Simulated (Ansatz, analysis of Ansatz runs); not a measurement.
# Can an added hole hop between O atoms in V2O5 (Pmmn)?, part 2 of 2

Question: does an added hole stay on the O atom where it is started in V2O5 (Pmmn), and if so, how high is the barrier for a hop to another O site nearby? Model: a cell of 84 host atoms.

Ansatz 0.2.0; plane-wave PAW DFT, PBEsol+U; relaxation of all atoms of a supercell at fixed charge in a uniform background; PAW set soft_1.

So far. Step 3 (The hole on the first site): The largest changes of the moments are 0.81 μB on O51, 0.21 μB on O52 and -0.21 μB on V44. The largest part sits on the chosen site. Step 4 (The hole on the second site): The largest changes of the moments are 0.78 μB on O64, 0.12 μB on O65 and 0.12 μB on O37. The largest part sits on the chosen site.

## Step 5: Points on the line between the two structures

All atoms move on the straight line between the two relaxed structures, 7.53 amu^1/2 Å long in mass-weighted terms. Each point starts from the state of the point before, once from either end, so that both localised states can be followed; the midpoint is also started with the carrier shared.

File A.x0500/input.yaml:

```yaml
crystal:
  lattice:
    - [10.61629384, 0.0, 0.0]
    - [0.0, 11.51078063, 0.0]
    - [0.0, 0.0, 8.74607301]
  atoms:
    - { symbol: V, position: [-0.000352, 0.148913, 0.444209] }
    - { symbol: V, position: [0.165936, 0.351314, 0.060603] }
[... 27 atom lines left out ...]
    - { symbol: V, position: [0.493865, 0.353971, 0.057873] }
[... 7 atom lines left out ...]
    - { symbol: O, position: [0.497261, 0.499726, 0.00423] }
[... 10 atom lines left out ...]
    - { symbol: O, position: [0.500753, 0.186325, 1.000452] }
[... 1 atom line left out ...]
    - { symbol: O, position: [0.502098, 0.349817, 0.730066], spin: 1.0 }
[... 12 atom lines left out ...]
    - { symbol: O, position: [0.665506, 0.323723, 0.011683] }
[... 6 atom lines left out ...]
    - { symbol: V, position: [0.665911, 0.145358, 0.951613] }
[... 12 atom lines left out ...]
    - { symbol: O, position: [0.666294, 0.851916, 0.764851] }
total_charge: 1
basis:
  ecutwfc: 420
  xc_grid: 2
hamiltonian:
  xc: pbesol
  hubbard:
    sites: [{ species: O, l: p, u_eff: 6.0 }]
    projectors: ortho-atomic
  pseudopotentials: { kind: paw, azcp: { folder: soft_1 }, xc_functional: pbe }
kpoints:
  mp_grid: { grid: [1, 1, 1] }
magnetization:
  spin_polarized: true
  initial_magnetization: 1
  spin_locking: { lock_magnetization: hard }
scf:
  occupations: { method: fermi_dirac, width: 0.01 }
  max_iter: 120
  lower_state_search: "off"
output:
  forces: true
  eigenvalues: true
  eigenstates: { localisation: true }
  write_density: true
  write_potential: true
  volumetric_format: npy
checkpoint:
  read: "../A.x0375.run"
  write: "../A.x0500.run"
  compress: false
  write_wavefunctions: true
  write_every: 100000
```

Command:

```bash
$ ansatz run input.yaml --threads 8 --pin off --max-ram 17899MiB --backend cpu --events-out ev --progress --plain --runs-dir out
```

It took 29 s on 8 threads of Arm Neoverse V2, shared host; peak memory 2.5 GiB; 3.8 min of CPU time.

States next to the filling edge at the first k-point, on the run's own zero (eigenstates.tsv). The participation number counts the atoms that a state is spread over, of 84; bands count from 0.

```tsv
spin	band	energy (eV)	occupation	participation	largest share on	share
down	329	2.502	1.00	24.7	O49	0.11
down	330	2.525	1.00	32.1	O19	0.08
down	331	2.545	1.00	17.7	O19	0.13
down	332	2.602	1.00	16.6	O64	0.18
down	333	2.616	1.00	14.3	O66	0.14
down	334	2.793	1.00	4.5	O64	0.44
down	335	3.950	0.00	4.4	V44	0.32
down	336	4.566	0.00	4.4	V44	0.36
down	337	4.965	0.00	8.8	V44	0.23
down	338	5.064	0.00	11.6	V29	0.15
down	339	5.177	0.00	12.8	V72	0.12
up	330	2.494	1.00	24.8	O49	0.09
up	331	2.522	1.00	31.3	O19	0.08
up	332	2.544	1.00	17.8	O19	0.13
up	333	2.599	1.00	16.3	O64	0.18
up	334	2.614	1.00	13.5	O66	0.15
up	335	2.781	1.00	4.5	O64	0.44
up	336	4.667	0.00	5.0	V44	0.31
up	337	4.987	0.00	9.3	V44	0.22
up	338	5.027	0.00	6.5	V44	0.33
up	339	5.071	0.00	11.7	V57	0.16
up	340	5.190	0.00	15.6	V31	0.12
```

Under PBEsol+U (6 eV) at the zone centre alone, the highest filled state is spin down, spread over 4 of 84 atoms, and the lowest empty one, 1.16 eV above it, is spin down, spread over 4 of 84 atoms.

The largest moments in the atoms' spheres: O51 0.71, O52 0.26, V44 -0.22, O53 0.05, V45 -0.04, O38 0.01 μB.

Spin density in the ac plane at fractional y = 0.336, through the centre, with atoms of V and O within 0.45 Å of it.

Ten even steps from '_' (-0.3 e/Å³) to '@' (1.3 e/Å³), each cell a mean:
```
............................................................
............................................................
............................................................
............................................................
..............................::............................
..........................::--**::..........................
..........................::++@@--..........................
............................::--::..........................
............................................................
..............................__............................
............................____............................
............................____............................
............................................................
............................................................
............................................................
............................................................
............................................................
............................................................
............................................................
............................................................
............................................................
............................................................
............................................................
............................................................
```
Columns run along a (10.6 Å), rows up along c (8.7 Å). Atoms in or near the plane, at fractional coordinates: V at (0.17, 0.06), O at (0.00, 0.00), O at (0.16, 0.24), V at (0.17, 0.55), O at (0.00, 0.51), O at (0.17, 0.73), V at (0.49, 0.06), O at (0.33, 0.01), O at (0.50, 0.24), V at (0.50, 0.54), O at (0.33, 0.50), O at (0.50, 0.73), V at (0.84, 0.05), O at (0.67, 0.01) and more.

Valence density in the ac plane at fractional y = 0.336, through the centre, with atoms of V and O within 0.45 Å of it. It is the smooth field of the valence electrons, not physical close to the nuclei.

Ten even steps from '_' (0 e/Å³) to '@' (13 e/Å³), each cell a mean:
```
--..______________::::..______________::--..______..______::
____________________________________________________________
____________________________________________________________
____________________________________________________________
__________..__________________..________________....________
________::==::______________::==::____________..====..______
________--++::____________..--++::____________..====..______
________..::..______________..::..______________..::________
________..::..________________..________________..::..______
______..==**--______________::==..____________..++**--______
--..__::##@@==..__..::..__::**@@==..__..::..__::##@@==..__::
==::__..==++::__..--==::__..++%%--....--==::__..==++::__..--
::..______..______::--..____..::..__..::--..______________::
____________________..__________________..__________________
____________________________________________________________
____________________________________________________________
________....________________....__________________..________
______..--==..______________::==::______________::--..______
______..--==..______________--==::______________--==::______
________....________________....________________..::..______
________..::..______________....________________......______
______..++##--____________..++**::______________--++--______
::..__::##@@==....::--..__::##%%--__..::--..__..++@@++..__..
++::__..--==::__..--==::__..====..__..==++::____--**--....--
```
Columns run along a (10.6 Å), rows up along c (8.7 Å). Atoms in or near the plane, at fractional coordinates: V at (0.17, 0.06), O at (0.00, 0.00), O at (0.16, 0.24), V at (0.17, 0.55), O at (0.00, 0.51), O at (0.17, 0.73), V at (0.49, 0.06), O at (0.33, 0.01), O at (0.50, 0.24), V at (0.50, 0.54), O at (0.33, 0.50), O at (0.50, 0.73), V at (0.84, 0.05), O at (0.67, 0.01) and more.

Electrostatic potential energy in the ac plane at fractional y = 0.336, through the centre, with atoms of V and O within 0.45 Å of it. With pseudopotentials it is smooth inside the atoms' cores, unlike the true potential.

Ten even steps from '_' (-39 eV) to '@' (12 eV), each cell a mean:
```
..==####====++####--::++##**====**%%##--::++%%##==::==####--
##%%@@%%%%%%%%@@@@%%%%@@@@%%%%%%%%@@@@%%%%@@@@%%%%##%%%%@@%%
@@@@@@@@@@@@@@@@@@@@@@@@@@@@@@@@@@@@@@@@@@@@@@@@@@@@@@@@@@@@
@@@@@@@@@@@@@@@@@@@@@@@@@@@@@@@@@@@@@@@@@@@@@@@@@@@@@@@@@@@@
@@@@@@@@##++##@@@@@@@@@@@@@@##++##@@@@@@@@@@@@%%++++%%@@@@@@
@@@@@@##::..--%%@@@@@@@@@@##::__--%%@@@@@@@@@@++....==@@@@@@
@@@@@@##..__::##@@@@@@@@@@**..__::##@@@@@@@@@@==____==%%@@@@
@@@@@@%%==::==%%@@@@@@@@@@##--::++%%@@@@@@@@@@##--::**%%@@@@
@@@@%%**--::==##%%@@@@@@%%##==--++##@@@@@@@@%%++::..--##%%@@
##%%##::______==%%%%%%%%##--____..++%%%%%%%%**::______==%%##
::==**..______--**==--++**..______--**==--++**..______--**::
__::**::______==++..__::++..______--==..__::**::____..++++..
::++%%**----++##**::..--##++....::****::..==##**==--++####--
%%@@@@%%####%%%%%%##**%%%%%%****##%%%%##**%%@@%%%%##%%%%@@%%
@@@@@@@@@@@@@@@@@@@@@@@@@@@@%%%%%%@@@@@@@@@@@@@@@@@@@@@@@@@@
@@@@@@@@@@@@@@@@@@@@@@@@@@@@@@@@@@@@@@@@@@@@@@@@@@@@@@@@@@@@
@@@@@@%%++==##@@@@@@@@@@@@@@**++##@@@@@@@@@@@@@@##**%%@@@@@@
@@@@@@++..__--%%@@@@@@@@@@##::..--%%@@@@@@@@@@##::..--%%@@@@
@@@@@@++..__--%%@@@@@@@@@@**..__--%%@@@@@@@@@@**..__::%%@@@@
@@@@@@##--::**%%@@@@@@@@@@##==--**%%@@@@@@@@@@%%==::++%%@@@@
@@@@%%++::..--##%%@@@@@@%%++::::==##@@@@@@@@%%##--::==##%%@@
%%%%**::______==%%####%%**..____..++%%####%%##==______==##%%
::==**..______--**::::==++..______==**::::==**::______::**--
__::**--____..++==..__::++::____..**==..__::**--______--++..
```
Columns run along a (10.6 Å; values clipped at the 3rd and 97th percentile), rows up along c (8.7 Å). Atoms in or near the plane, at fractional coordinates: V at (0.17, 0.06), O at (0.00, 0.00), O at (0.16, 0.24), V at (0.17, 0.55), O at (0.00, 0.51), O at (0.17, 0.73), V at (0.49, 0.06), O at (0.33, 0.01), O at (0.50, 0.24), V at (0.50, 0.54), O at (0.33, 0.50), O at (0.50, 0.73), V at (0.84, 0.05), O at (0.67, 0.01) and more.

Free energies from the first end:

```tsv
started from	fraction	energy (eV)	moment change on O51 (μB)	on O64 (μB)
first site	0	0.000	0.81	0.00
first site	0.125	0.046	0.79	0.00
first site	0.25	0.166	0.76	0.00
first site	0.375	0.346	0.73	0.00
first site	0.5	0.581	0.71	0.00
first site	0.625	0.870	0.67	0.00
second site	0.875	0.385	0.01	0.77
second site	0.75	0.522	0.01	0.76
second site	0.625	0.738	0.03	0.74
second site	0.5	1.019	0.08	0.72
second site	0.375	0.346	0.73	0.00
shared	0.5	0.581	0.71	0.00
second site	1	0.335	0.01	0.78
```

## Step 6: Results

```yaml
barrier_forward: 0.80 eV
barrier_backward: 0.47 eV
distance_of_the_two_sites_without_the_carrier: 2.98 Å
carrier_at_the_midpoint: on one site
```

On this line the hole must cross about 0.80 eV to hop 2.98 Å; the second site lies 0.34 eV higher, and the way back costs 0.47 eV. The top lies between computed points: the barrier is read where straight lines through the two branches cross, near a fraction of 0.60. At the midpoint the lowest state found keeps the carrier on one site, so the two localised curves cross in a cusp. This suggests weak coupling and a hop slower than the barrier alone implies, though U itself penalises the shared state. The start with the carrier shared fell onto one site. With an assumed attempt frequency of 1e13 per second the rate at 300 K would be 3e-01 per second for this barrier, if every crossing succeeded. A straight line need not be the lowest path, so the true barrier at this U can be lower, or higher if the ends can still break their symmetry. A shorter hop, 2.62 Å to O52, was not computed. No run compares the localised hole with one spread in the band, so its binding is unknown and the barrier may exceed it. The program's search for lower electronic states was switched off in all runs, so that each state is followed; none is shown to be the lowest at its structure. No image-charge correction is applied; it nearly cancels along the line while the charge stays localised. Limits: sampling at the zone centre alone can move energies of charged and open-shell states by tenths of an eV or more in cells of this size; the images are only 8.7 Å apart; gap and trapping depend on the U chosen (O p 6.0 eV).

[Logs are printed without paths, hosts, clocks, repeated set-up lines and the standing remarks that a program may print on its own settings, such as how far it seeks lower states.]

[Hosts, paths, dates, database ids (printed as entryN), source tags and the programs' standing remarks are cut or masked in the printed files.]
